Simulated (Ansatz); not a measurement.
# 2H-VSeTe monolayer in a perpendicular field, part 2 of 2

Aim: how the 2H-VSeTe monolayer screens a field along its normal, and what the field does to its bands. A positive field points along +c.

Ansatz 0.2.0; plane-wave DFT, PBE-D3(BJ), Ansatz PAW (set soft_1); PAW set soft_1.

So far. Step 2 (Relaxation): The lattice constant a goes from 3.465 to 3.422 Å.

## Step 3: Atoms held, field 0

A sawtooth potential applies the field, turning back in the middle of the vacuum. With the dipole correction the typed value is the field outside the slab. The induced dipole is small, so the SCF threshold is tight.

The cell differs from the one that the last finished run ended in (c 38.182 → 21.348 Å).

The input, input.yaml:

```yaml
crystal:
  lattice:
    - [3.4224557112, 0.0, 0.0]
    - [-1.7112278556, 2.9639335893, 0.0]
    - [0.0, 0.0, 21.3475298636]
  atoms:
    - { symbol: Te, position: [0.3333333333, 0.6666666667, 0.4215944448], spin: -0.05 }
    - { symbol: V, position: [0.0, 0.0, 0.5080439493], spin: 0.85 }
    - { symbol: Se, position: [0.3333333333, 0.6666666667, 0.5784055552], spin: -0.02 }
magnetization:
  spin_polarized: true
kpoints:
  mp_grid: { grid: [18, 18, 1] }
  band_path:
    path: [[0, 0, 0], [0.5, 0, 0], [0.33333333, 0.33333333, 0], [0, 0, 0]]
    npoints: 16
hamiltonian:
  xc: pbe
  dispersion: d3bj
  pseudopotentials: { kind: paw, azcp: { folder: soft_1 } }
scf:
  occupations: { method: fermi_dirac, width: 0.02585 }
  convergence: { dr2_threshold: 1.0e-10 }
efield:
  axis: 3
  dipole_correction: true
  ramp_position: 0.97
  ramp_width: 0.06
  amplitude: 0
output:
  dos: { projected: true, e_range: [-6, 5] }
  write_potential: true
  write_density: true
  volumetric_format: npy
  elf: true
```

Started as:

```sh
> ansatz run input.yaml --threads 2 --pin off --max-ram 3072MiB --backend cpu --events-out ev --progress --plain --runs-dir out
```

Numbers of over 12 decimals in the logs are rounded to 6 here.

The program printed:

```text
[...]
Crystal: 3 atoms, lattice volume = 216.548 Å³
Basis set: ecut = 420 eV, 4223 PW (Γ)
Bands: 28, of which v1, the nominal top of the filled ones, is band 23 counted from 1 (22 counted from 0)
Symmetry: 6 space group operations
k-points: 37 of 324 (time reversal used)
[...]
Starting moments: Σ|m| = 0.92 μB on 3 of 3 sites
[...]
SCF iter   1: F=—  HF=-15363.607653 eV  |F-HF|=—  |Δ(HF+E_count)|=         —  Δρ=1.12e-2 (↑1.12e-2 ↓9.25e-3)  dr2=1.65e0  dr2_m=5.27e-2  M=0.587 μB ∫|m|=0.671 μB  β_m=1.00  ethr=3.10e-3  p=-0.000 e·Å  D=-3.26e-7 V/Å  ΔV_dip=0.00 eV  dr2_dipole=2.23e-2  V_vac-E_F(+/−)=5.91/5.91 eV  ⟨swp⟩=10.7  Hψ=11247  notcnv=0
[...]
efield: sawtooth ramp at fractional position 0.9700 (set: `efield.ramp_position`, or a place that a band, a saddle search or an elastic batch's reference lends), width 0.0600; the density the first Hamiltonian is built on has a dipole p = -0.000 e·Å; the dipole correction subtracts the counter field D = -3.26e-7 V/Å, which shifts the + side's vacuum level by +0.00 eV against the − side's; the planar-averaged density in the ramp window peaks in size at 1.5e-5 e/Å³
[...]
SCF iter   2: F=—  HF=-15363.651163 eV  |F-HF|=—  |Δ(HF+E_count)|=   4.35e-2  Δρ=5.94e-3 (↑4.92e-3 ↓5.94e-3)  dr2=2.78e-1  dr2_m=5.23e-3  M=0.704 μB ∫|m|=0.771 μB  β_m=0.37  ethr=3.10e-3  p=-0.033 e·Å  D=-2.74e-2 V/Å  ΔV_dip=0.59 eV  dr2_dipole=6.90e-4  V_vac-E_F(+/−)=5.49/4.91 eV  ⟨swp⟩=2.5  Hψ=3306  notcnv=0  defer=74
density mixer auto → msr1: a metal under ldos (density of states about μ 1.10 of a free-electron gas's, 14 screened modes)
SCF iter   3: F=—  HF=-15363.939694 eV  |F-HF|=—  |Δ(HF+E_count)|=   2.89e-1  Δρ=5.72e-3 (↑5.11e-3 ↓5.72e-3)  dr2=3.60e-2  dr2_m=4.49e-2  M=0.856 μB ∫|m|=0.955 μB  β_m=0.69  ethr=6.19e-4  p=-0.028 e·Å  D=-2.31e-2 V/Å  ΔV_dip=0.49 eV  dr2_dipole=2.91e-4  V_vac-E_F(+/−)=5.20/4.70 eV  ⟨swp⟩=2.3  Hψ=2908  notcnv=0  defer=74
[...]
SCF iter  15: F=-15364.091035 eV  HF=-15364.091035 eV  |F-HF|=1.82e-12  |Δ(HF+E_count)|=  7.28e-12  Δρ=2.65e-8 (↑2.65e-8 ↓1.79e-8)  dr2=3.44e-12  dr2_m=5.30e-13  M=0.992 μB ∫|m|=1.271 μB  ethr=1.00e-12  p=-0.028 e·Å  D=-2.37e-2 V/Å  ΔV_dip=0.51 eV  dr2_dipole=2.96e-13  V_vac-E_F(+/−)=5.29/4.79 eV  ⟨swp⟩=10.8  Hψ=6979  notcnv=0
SCF 1 converged in 15 iterations: F = -15364.091035 eV  dr2 = 3.44e-12
[...]
NSCF: frozen V_eff on 49 k-points
efield: sawtooth ramp at fractional position 0.9700 (kept from the solve that this one continues, or follows in the run), width 0.0600; the density the first Hamiltonian is built on has a dipole p = -0.028 e·Å; the dipole correction subtracts the counter field D = -2.37e-2 V/Å, which shifts the + side's vacuum level by +0.51 eV against the − side's; the planar-averaged density in the ramp window peaks in size at 1.5e-5 e/Å³
SCF converged after 15 iterations
Magnetization: 0.9924 μB (22.9962 up, 22.0038 down)
Absolute magnetization: 1.2722 μB (∫|ρ↑−ρ↓|, with the PAW one-centre terms)
[...]
Per-site moments (μB) at R_I (Å): [(-0.056300, 1.115293), (0.873254, 1.023843), (-0.016626, 1.023843)]
Free energy (F): -15364.091035 eV
[...]
Internal energy: -15364.090245 eV  (E = F + TS)
E sigma→0 (E₀):  -15364.090640 eV
Entropy (-TS):   -0.000791 eV (-0.264 meV/atom)
Fermi energy:    -0.140121 eV
Dipole field:    D = -0.023749 V/Å  (p = -0.028421 e·Å, saw-weighted, corrected)
Work function:   Φ+ = 5.2933 eV   Φ− = 4.7863 eV
Levels:          The Fermi level and band energies are counted from a zero that moves with the ramp; work functions are not
[...]
--- Band table (eV; the first three rows and the last of 74) ---
  k-point 0 ↑: bands = [... 19 lower, -1.9623, -0.7273, -0.7273, -0.1923, 2.3569, 2.3569, 3.1274, 3.1274, ... 1 higher]
  k-point 1 ↑: bands = [... 19 lower, -1.9403, -0.7755, -0.7644, -0.1967, 2.2020, 2.3407, 2.8188, 3.0644, ... 1 higher]
  k-point 2 ↑: bands = [... 19 lower, -1.9178, -0.9292, -0.8593, -0.2332, 1.8805, 2.1736, 2.2532, 2.9398, ... 1 higher]
  k-point 36 ↓: bands = [... 19 lower, -3.2693, -3.1005, -1.3502, 0.5337, 1.5050, 1.9112, 2.3204, 3.2703, ... 1 higher]
```

Wall time 37 s (2 threads of Arm Neoverse V2, shared host); peak memory 0.78 GiB.

This step gave:

```
energy at zero smearing           : -15364.0906 eV
total moment                      : 0.9924 μB
site moments                      : -0.05630, 0.8733, -0.01663 μB
dipole along the normal           : -0.02842 e·Å
gap along the path                : 0.108 eV
step between the vacuum levels    : 0.5070 eV
ionisation energy, upper face     : 5.345 eV
electron affinity, upper face     : 5.237 eV
ionisation energy, lower face     : 4.838 eV
gap, the smaller of path and mesh : 0.108 eV
```

Running mean over a fixed 2.5 Å (it still follows the layers) of the planar mean; the ramp of the sawtooth is left out. The electron's electrostatic potential energy less the Fermi level by z:

```tsv
z (Å)	electron's electrostatic potential energy less the Fermi level (eV)
3.0	4.79
3.5	4.79
4.0	4.79
4.5	4.79
5.0	4.78
5.5	4.77
6.0	4.71
6.5	4.47
7.0	3.49
7.5	1.18
8.0	-1.20
8.5	-3.56
9.0	-5.18
9.5	-6.83
10.0	-7.33
10.5	-7.16
11.0	-6.43
11.5	-6.03
12.0	-4.59
12.5	-2.03
13.0	0.235
13.5	2.05
14.0	3.59
14.5	4.82
15.0	5.19
15.5	5.27
16.0	5.29
16.5	5.29
17.0	5.29
17.5	5.29
18.0	5.29
```

The density of states has structure finer than the step of the table below, so its rows give means over 0.25 eV, whole bins alone (the curve runs from -6 to 2.05 eV). Peaks (eV: height): total -3.350: 6.47, -1.450: 6.34, -1.370: 9.84, -1.200: 9.04, -0.430: 7.82, 1.770: 9.86, 1.940: 13.1; up -3.350: 4.72, -1.810: 3.67, -1.450: 5.10, -1.370: 7.22, -0.430: 6.97, 0.970: 5.29, 1.860: 3.51; down -4.150: 2.77, -3.190: 4.73, -1.290: 3.56, -1.200: 7.39, 0.400: 3.66, 1.770: 8.10, 1.940: 11.2.

The density of states by energy, zero at the Fermi level of the run, which the smearing sets inside the gap; means over each step; values in states/eV a cell:

```tsv
energy (eV)	total	up	down
-5.75	0.00455	0.00455	0
-5.50	0.549	0.345	0.204
-5.25	0.817	0.429	0.388
-5.00	1.25	0.777	0.474
-4.75	1.90	0.995	0.908
-4.50	2.32	1.21	1.11
-4.25	3.26	1.63	1.63
-4.00	1.77	0.622	1.15
-3.75	1.79	1.04	0.749
-3.50	2.72	1.83	0.890
-3.25	3.71	1.45	2.26
-3.00	1.81	0.958	0.852
-2.75	1.77	0.922	0.850
-2.50	2.01	1.11	0.897
-2.25	2.66	1.55	1.11
-2.00	3.02	1.46	1.57
-1.75	2.73	1.55	1.18
-1.50	2.95	1.78	1.17
-1.25	5.34	2.48	2.85
-1.00	2.37	1.36	1.01
-0.75	1.86	1.10	0.766
-0.50	3.50	2.44	1.06
-0.25	2.04	1.49	0.547
0.00	0.445	0.236	0.209
0.25	1.21	0	1.21
0.50	2.24	0.227	2.02
0.75	2.02	1.41	0.614
1.00	3.21	3.18	0.0270
1.25	1.22	1.22	0
1.50	0.914	0.674	0.240
1.75	5.00	1.65	3.35
```

Projected DOS per atom over height of the atomic layer and energy from the Fermi level. Layers: Te V Se from below.

Ten even steps from '0' (0.00 states/eV) to '9' (4.04 states/eV), each cell a mean:
```
191
020
030
050
040
010
140
120
221
333
122
122
112
101
213
102
102
213
201
100
000
000
```
Columns: height of the atomic layer (Å) from 9 to 12.3 (not evenly spaced); rows upwards: energy from the Fermi level (eV) from -5.96 to 2.05.

Projected DOS per atom, spin up over height of the atomic layer and energy from the Fermi level. Layers: Te V Se from below.

Ten even steps from '0' (0.00 states/eV) to '9' (1.77 states/eV), each cell a mean:
```
162
020
160
190
000
000
181
140
231
543
132
133
122
112
213
212
102
214
211
101
100
000
```
Columns: height of the atomic layer (Å) from 9 to 12.3 (not evenly spaced); rows upwards: energy from the Fermi level (eV) from -5.96 to 2.05.

Projected DOS per atom, spin down over height of the atomic layer and energy from the Fermi level. Layers: Te V Se from below.

Values in states/eV, 22 rows by 3 columns, each cell a mean:
```
0.42 2.92 0.18
0.15 0.68 0.02
0.00 0.00 0.00
0.01 0.35 0.06
0.10 1.50 0.15
0.03 0.37 0.06
0.22 0.40 0.02
0.45 0.32 0.11
0.74 0.39 0.54
0.63 0.56 0.71
0.33 0.42 0.52
0.33 0.40 0.54
0.27 0.22 0.40
0.31 0.16 0.42
0.66 0.31 0.79
0.29 0.14 0.38
0.37 0.20 0.52
0.46 0.23 0.68
0.45 0.15 0.28
0.26 0.07 0.10
0.15 0.04 0.05
0.00 0.00 0.00
```
Columns: height of the atomic layer (Å) from 9 to 12.3 (not evenly spaced); rows upwards: energy from the Fermi level (eV) from -5.96 to 2.05.

Deep bands are left out, so band numbers here count from the lowest band kept and differ from the log's. Electronic bands along the path, in eV, zero at the Fermi level of the run, which the smearing sets inside the gap; # counts the bands kept:

```tsv
point	up #5	up #6	up #7	up #8	down #4	down #5	down #6	down #7
Γ	-0.59	-0.59	-0.05	2.50	-1.35	-0.09	-0.09	0.87
halfway	-1.39	-0.88	-0.49	1.07	-1.52	-1.31	-0.44	0.38
M	-1.44	-0.73	-0.55	0.81	-1.93	-1.27	-0.45	0.07
halfway	-2.30	-1.38	-0.30	0.70	-2.52	-2.18	-1.22	0.51
K	-3.13	-1.40	-0.18	0.50	-3.13	-2.96	-1.21	0.67
halfway	-1.51	-1.12	-0.40	0.95	-2.06	-1.28	-0.91	0.43
Γ	-0.59	-0.59	-0.05	2.50	-1.35	-0.09	-0.09	0.87
```

Spin density in the ca plane at fractional y = 0.667, with atoms of Te and Se within 0.2 Å of it.

Ten even steps from '0' (-0.014 e/Å³) to '9' (0.071 e/Å³), each cell a mean:
```
11111111111111111111112378532111111111111111
11111111111111111111112389632111111111111111
11111111111111111110011367421111111111111111
11111111111111111100001234210011111111111111
11111111111111111111000122100023221111111111
11111111111111111110000011001234321111111111
11111111111111111110000111000123321111111111
11111111111111111111000222100012211111111111
11111111111111111100001355321111111111111111
```
Columns run along c (16.0 Å, from fractional 0.09 to 0.84 of the cell), rows up along a (3.4 Å). Atoms in or near the plane, at fractional coordinates: Te at (0.42, 0.33), Se at (0.58, 0.33).

ELF in the ca plane at fractional y = 0.667, with atoms of Te and Se within 0.2 Å of it. It is the smooth field of the valence electrons, not physical close to the nuclei.

Ten even steps from '0' (0.00) to '9' (0.88), each cell a mean:
```
00000000000123445311112443210000000000000000
00000000000012233211111221000000000000000000
00000000002355556521124666531000000000000000
00000000146886545652258888886310000000000000
00000001468974212553368657998631000000000000
00000002579973001453366215999742000000000000
00000002479973001453367426999741000000000000
00000001258986334653368878997520000000000000
00000000024676656641137888764200000000000000
```
Columns run along c (16.0 Å, from fractional 0.17 to 0.92 of the cell), rows up along a (3.4 Å). Atoms in or near the plane, at fractional coordinates: Te at (0.42, 0.33), Se at (0.58, 0.33).

Electrostatic potential energy in the ca plane at fractional y = 0.667, with atoms of Te and Se within 0.2 Å of it. With pseudopotentials it is smooth inside the atoms' cores, unlike the true potential.

Ten even steps from '0' (-25 eV) to '9' (5 eV), each cell a mean:
```
99999999999999999988888765688899999999999999
99999999999999999988888755688999999999999999
99999999999999999877678766778889999999999999
99999999999999999731026787763347999999999999
99999999999999998402302788624634899999999999
99999999999999997219930688528972799999999999
99999999999999998207811688627953799999999999
99999999999999998610004788742225899999999999
99999999999999999864357777776678999999999999
```
Columns run along c (16.0 Å, from fractional 0.09 to 0.84 of the cell; values clipped at the 3rd and 97th percentile), rows up along a (3.4 Å). Atoms in or near the plane, at fractional coordinates: Te at (0.42, 0.33), Se at (0.58, 0.33).

The gap is 0.11 eV, with the valence edge 5.35 eV and the conduction edge 5.24 eV under the upper vacuum level. Spin-orbit coupling, left out in this run, matters for the bands of elements this heavy.

## Step 4: Single point, field 0.1 V/Å

input.yaml: that of step 3 with these lines changed.

```diff
@@ -26,7 +26,6 @@
   dipole_correction: true
-  ramp_position: 0.97
-  ramp_width: 0.06
-  amplitude: 0
+  ramp_position: 0.9485
+  ramp_width: 0.0946
+  amplitude: 0.1
 output:
-  dos: { projected: true, e_range: [-6, 5] }
   write_potential: true
@@ -34,2 +33 @@
   volumetric_format: npy
-  elf: true
```

The program printed:

```text
[...]
Crystal: 3 atoms, lattice volume = 216.548 Å³
Basis set: ecut = 420 eV, 4223 PW (Γ)
Bands: 28, of which v1, the nominal top of the filled ones, is band 23 counted from 1 (22 counted from 0)
Symmetry: 6 space group operations
k-points: 37 of 324 (time reversal used)
[...]
Starting moments: Σ|m| = 0.92 μB on 3 of 3 sites
[...]
k-point 1 ↑: bands = [... 19 lower, -1.9428, -0.7765, -0.7649, -0.1884, 2.2067, 2.3444, 2.8114, 3.0582, ... 1 higher]
  k-point 2 ↑: bands = [... 19 lower, -1.9160, -0.9323, -0.8600, -0.2256, 1.8857, 2.1673, 2.2562, 2.9343, ... 1 higher]
  k-point 36 ↓: bands = [... 19 lower, -3.2669, -3.0997, -1.3517, 0.5315, 1.5027, 1.9094, 2.3189, 3.2678, ... 1 higher]
[key lines of the parts left out:]
SCF converged after 15 iterations
Magnetization: 0.9913 μB (22.9956 up, 22.0044 down)
Free energy (F): -15364.089840 eV
Fermi energy:    -0.135785 eV
Dipole field:    D = 0.003771 V/Å  (p = 0.004513 e·Å, saw-weighted, corrected)
```

It took 36 s on 2 threads; peak memory 0.78 GiB; 72 s of CPU time.

The dipole is 0.00451 e·Å, 0.0329 e·Å from its value without field, and the gap 0.101 eV.

## Step 5: Atoms held, field -0.1 V/Å

input.yaml: that of step 4 with these lines changed.

```diff
@@ -28,3 +28,3 @@
   ramp_width: 0.0946
-  amplitude: 0.1
+  amplitude: -0.1
 output:
```

The program printed:

```text
[...]
Crystal: 3 atoms, lattice volume = 216.548 Å³
Basis set: ecut = 420 eV, 4223 PW (Γ)
Bands: 28, of which v1, the nominal top of the filled ones, is band 23 counted from 1 (22 counted from 0)
Symmetry: 6 space group operations
k-points: 37 of 324 (time reversal used)
[...]
Starting moments: Σ|m| = 0.92 μB on 3 of 3 sites
[...]
k-point 1 ↑: bands = [... 19 lower, -1.9344, -0.7712, -0.7607, -0.2019, 2.2004, 2.3401, 2.8291, 3.0739, ... 1 higher]
  k-point 2 ↑: bands = [... 19 lower, -1.9163, -0.9230, -0.8554, -0.2376, 1.8782, 2.1831, 2.2533, 2.9484, ... 1 higher]
  k-point 36 ↓: bands = [... 19 lower, -3.2684, -3.0981, -1.3454, 0.5391, 1.5105, 1.9162, 2.3251, 3.2761, ... 1 higher]
[key lines of the parts left out:]
SCF converged after 15 iterations
Magnetization: 0.9933 μB (22.9967 up, 22.0033 down)
Free energy (F): -15364.095523 eV
Fermi energy:    -0.141110 eV
Dipole field:    D = -0.051250 V/Å  (p = -0.061332 e·Å, saw-weighted, corrected)
```

Wall time 36 s (2 threads); peak memory 0.78 GiB.

The dipole is -0.0613 e·Å, -0.0329 e·Å from its value without field, and the gap 0.115 eV.

## Step 6: Response, atoms held

This step: plane-wave DFT, PBE-D3(BJ), Ansatz PAW (set soft_1); response to a field along the normal, atoms held; PAW set soft_1 (Ansatz 0.2.0).

The dipoles give the slope, and the difference of two potentials shows where the field is screened.

This step gave:

- equivalent conductor thickness p/(ε₀AE): 5.873 Å
- distance between the outer atoms: 3.348 Å

The dipole of the cell by applied field:

```tsv
applied field (V/Å)	dipole of the cell (e·Å)
-0.1000	-0.0613
0.0000	-0.0284
0.1000	0.00451
```

Table of total moment by applied field:

```tsv
applied field (V/Å)	total moment (μB)
-0.1000	0.993
0.0000	0.992
0.1000	0.991
```

Local field over the applied field, running mean. From the potentials at -0.1 and 0.1 V/Å; running mean over 2.5 Å. Table of local field over applied field by z:

z (Å), local field over applied field and a bar:
```
      4.5      0.997 ##############################
      5.0      0.990 ##############################
      5.5      0.974 #############################
      6.0      0.933 ############################
      6.5      0.847 #########################
      7.0      0.705 #####################
      7.5      0.535 ################
      8.0      0.362 ##########
      8.5      0.201 ######
      9.0      0.088 ##
      9.5      0.047 #
     10.0      0.033 
     10.5      0.022 
     11.0      0.028 
     11.5      0.046 #
     12.0      0.075 ##
     12.5      0.168 ####
     13.0      0.322 #########
     13.5      0.499 ###############
     14.0      0.674 ####################
     14.5      0.828 #########################
     15.0      0.926 ############################
     15.5      0.971 #############################
     16.0      0.990 ##############################
     16.5      0.996 ##############################
     17.0      0.999 ##############################
```

Electrons, planar mean, per unit field. Table of induced electron density by z:

z (Å), induced electron density (e/Å³ per V/Å) and a bar from the least value:
```
      4.5    0.00001 ################
      5.0    0.00004 ################
      5.5    0.00012 ################
      6.0    0.00034 #################
      6.5    0.00083 ###################
      7.0    0.00187 ########################
      7.5    0.00323 ##############################
      8.0    0.00292 #############################
      8.5    0.00070 ###################
      9.0    0.00085 ####################
      9.5    0.00049 ##################
     10.0   -0.00077 ############
     10.5   -0.00060 #############
     11.0    0.00090 ####################
     11.5    0.00028 #################
     12.0   -0.00080 ############
     12.5   -0.00072 #############
     13.0   -0.00247 #####
     13.5   -0.00360 
     14.0   -0.00217 ######
     14.5   -0.00095 ############
     15.0   -0.00037 ##############
     15.5   -0.00013 ###############
     16.0   -0.00005 ################
     16.5   -0.00002 ################
     17.0    0.00000 ################
```

By hand: between -0.1 and 0.1 V/Å the dipole changes by 0.06584 e·Å, a slope of 0.3292 e·Å²/V. A perfect conductor of thickness t has p = ε₀AEt, so t = 180.95 × 0.3292 / 10.144 = 5.87 Å (e/ε₀ = 180.95 V·Å, A in Å²).

The induced dipole is that of a conductor 5.87 Å thick.

## Step 7: Summary of results

- gap without field: 0.108 eV
- ionisation energy, upper face: 5.35 eV
- electron affinity, upper face: 5.24 eV
- step between the vacuum levels: 0.507 eV
- equivalent conductor thickness, atoms held: 5.87 Å

What this shows: The induced dipole equals that of a perfect conductor 5.87 Å thick, while the outer atoms lie 3.35 Å apart; an out-of-plane ε follows only once a thickness t is chosen, by 1 − 1/ε = 5.87 Å / t. The two faces differ: the vacuum level above lies 0.51 eV higher than the one below. The gap stays within 0.01 eV of 0.11 eV over the fields run, up to 0.1 V/Å in size. Semilocal functionals give gaps that are too small, and excitons are not included. The magnetic order is the one reached from the typed start; other orders were not compared. Spin-orbit coupling is left out, which matters for the bands of elements this heavy.

[Logs are printed without paths, hosts, clocks, repeated set-up lines and the standing remarks that a program may print on its own settings, such as how far it seeks lower states.]

[Hosts, paths, dates, database ids (printed as entryN), source tags and the programs' standing remarks are cut or masked in the printed files.]

[Maps of the electrostatic potential energy from Ansatz leave out the sawtooth potential of an applied field or a dipole correction, so their vacuum need not be flat; planar profiles and work functions include it.]
